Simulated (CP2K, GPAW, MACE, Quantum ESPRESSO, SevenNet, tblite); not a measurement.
**Which site? C in place of Si in glassy 71SiO2-29BaO (mol %) (65 atoms), by several methods**

At which of several sites of glassy 71SiO2-29BaO (mol %) (65 atoms) does C in place of Si cost least, and do cheaper methods find the same site as plane waves?

Results are calculated, not measured.

## (1) The cell

The cell holds 65 atoms (17 Si, 7 Ba and 41 O), with edges of 10.03, 10.03 and 10.03 Å. Recipe: 65 atoms (17 Si, 7 Ba, 41 O) placed at random at 3.34 g/cm³, melted at 4000 K for 10 ps at fixed volume with the Morse and Coulomb pair potential with partial charges (Pedone, Malavasi, Menziani, Cormack and Segre, J. Phys. Chem. B 110, 11780 (2006)). Quenched from 4000 K to 300 K at 100 K/ps and fixed volume, held 10 ps at zero pressure. Then the atoms were relaxed with MACE MP-0b3 medium in the fixed cell.

## (2) The reference input

Quantum ESPRESSO 7.5: Kohn-Sham DFT, PBE, SSSP efficiency 1.3.0 pseudopotentials, plane waves. Its input, pw.in, for the unchanged cell:

```
&control
  calculation = 'scf'
  pseudo_dir = './pseudo'
  outdir = './tmp'
  disk_io = 'none'
  tprnfor = .true.
  tstress = .true.
/
&system
  ibrav = 0
  nat = 65
  ntyp = 3
  ecutwfc = 60
  ecutrho = 480
  nosym = .true.
  occupations = 'smearing'
  smearing = 'fd'
  degauss = 0.003675
/
&electrons
  conv_thr = 3.3e-07
  electron_maxstep = 100
  mixing_beta = 0.4
  mixing_mode = 'plain'
  diagonalization = 'david'
/
ATOMIC_SPECIES
Si 28.085 Si.upf
Ba 137.327 Ba.upf
O 15.999 O.upf
CELL_PARAMETERS angstrom
10.03371 0.00000 0.00000
0.00000 10.03371 0.00000
0.00000 0.00000 10.03371
ATOMIC_POSITIONS crystal
Si 0.10569 0.99658 0.43276
Si 0.48066 0.20478 0.30131
Si 0.24320 0.24632 0.52222
Si 0.04785 0.48414 0.54234
[... 59 atom lines left out ...]
O 0.70533 0.35011 0.04977
O 0.69960 0.74283 0.61448
K_POINTS gamma
```

```console
$ OMP_NUM_THREADS=1 mpirun -np 2 pw.x -in pw.in > output.txt
```

The job ended after 8.2 min (2 MPI ranks of Arm Neoverse V1, shared host; peak memory 2.9 GiB; 16 min of CPU time).

It converged with an r.m.s. force component of 0.057 eV/Å and a pressure of 1.3 GPa.

## (3) Levels of theory

The levels share the cells and solve them as single points, though not every level runs every cell. CPU time is summed over a level's finished runs, on a host shared with the other runs, so it is rough; the force column is the median over cells of the r.m.s. difference of force components from the reference.

| level | basis or training data | k-points | runs finished | CPU time | peak memory (GiB) | force difference (meV/Å) |
| --- | --- | --- | --- | --- | --- | --- |
| QE, PBE | plane waves, SSSP efficiency, 60/480 Ry | Γ | 6 of 6 | 1.5 h | 2.9 | reference |
| GPAW dzp, PBE | dzp orbitals, PAW, h 0.18 Å | Γ | 5 of 5 | 22 min | 1.8 | 356 |
| CP2K double zeta, LDA | DZVP-MOLOPT-SR, GTH-PADE potentials, 600 Ry | Γ | 5 of 5 | 15 min | 2.9 | 245 |
| MACE MP-0b3 medium | trained on PBE(+U) plane-wave data | - | 6 of 6 | 52 s | 0.87 | 76 |
| SevenNet l3i5 | trained on PBE(+U) plane-wave data | - | 6 of 6 | 66 s | 1.2 | 54 |

Runs without a converged result: tblite GFN1-xTB, 5 single points (refused). A level enters a table below only where it finished every cell that the table needs.

The reference's own r.m.s. force component runs from 57 to 96 meV/Å over these cells. MACE MP-0b3 medium relaxed the atoms, so in the cells that it relaxed its own forces are small, and its entry isn't an independent test there.

## (4) The sites

Each changed cell was relaxed with MACE MP-0b3 medium before the single points. Neighbours are the site's nearest atoms before the change.

```tsv
site	nearest atoms	their mean distance (Å)	atoms within 6 Å	largest move on relaxing (Å)	longest force left in the reference (eV/Å)
Si12	O4	1.66	57	0.73	0.30
Si15	O4	1.65	57	1.05	0.40
Si14	O4	1.65	52	1.03	0.24
Si9	O4	1.63	58	0.41	0.35
Si13	O4	1.62	58	0.27	0.61
```

## (5) Site energies

All changed cells hold the same atoms, so within one level their energies compare with no chemical potential. Energies in eV, less that of Si12, the reference's cheapest site; the last column is the largest deviation from the reference once each row's mean is taken off.

```tsv
level	Si12	Si15	Si14	Si9	Si13	cheapest	largest deviation
QE, PBE	0.00	0.25	0.62	1.12	1.32	Si12	-
GPAW dzp, PBE	0.00	0.18	0.61	0.93	1.15	Si12	0.10
CP2K double zeta, LDA	0.00	0.15	0.63	0.96	1.10	Si12	0.12
MACE MP-0b3 medium	0.00	0.19	0.42	1.02	1.26	Si12	0.12
SevenNet l3i5	0.00	0.10	0.52	0.94	1.15	Si12	0.12
```

## (6) Findings

In the reference the cheapest site is Si12 (O4) and the dearest Si13 (O4), 1.3 eV higher. All 4 other levels pick the same cheapest site, and all give the whole order. GPAW dzp, PBE follows the reference most closely (0.10 eV at worst) and CP2K double zeta, LDA least (0.12 eV).

The other programs at PBE deviate by 0.10 eV at most, the learned potentials by 0.12 to 0.12 eV. The reference's gap of 3.98 eV in the unchanged cell becomes 3.98 eV (Si12), 4.18 eV (Si15), 3.90 eV (Si14), 3.97 eV (Si9) and 4.03 eV (Si13).

**Limits.** The geometries are those of MACE MP-0b3 medium; forces of up to 0.61 eV/Å remain in the reference, so relaxing in DFT would lower the energies, by amounts that can differ from site to site and can change the order. For MACE MP-0b3 medium alone these are relaxed energies. Defects interact with their periodic images. Atoms moved by over 1 Å in some relaxations, so part of the differences can come from the host's rearranging. Only 5 of the 17 Si sites are compared. Learned potentials don't solve for electrons, so the charge or spin state of a defect can't be set in them. The quench rate of 100 K/ps is many orders above laboratory rates, so the cell is likely richer in defects and strain than a real sample. The reference samples only Γ, in a cell whose shortest periodic width is 10 Å. Spin–orbit coupling is left out, which matters for the levels of the heavy elements. The reference isn't exact: its cutoffs and mesh weren't converged further here. Where levels are smeared, the DFT runs use Fermi–Dirac occupations at 580 K (0.05 eV), and energies are free energies.

[Logs are printed without paths, hosts, clocks, repeated set-up lines and the standing remarks that a program may print on its own settings, such as how far it seeks lower states.]

[Hosts, paths, dates, database ids (printed as entryN), source tags and the programs' standing remarks are cut or masked in the printed files.]
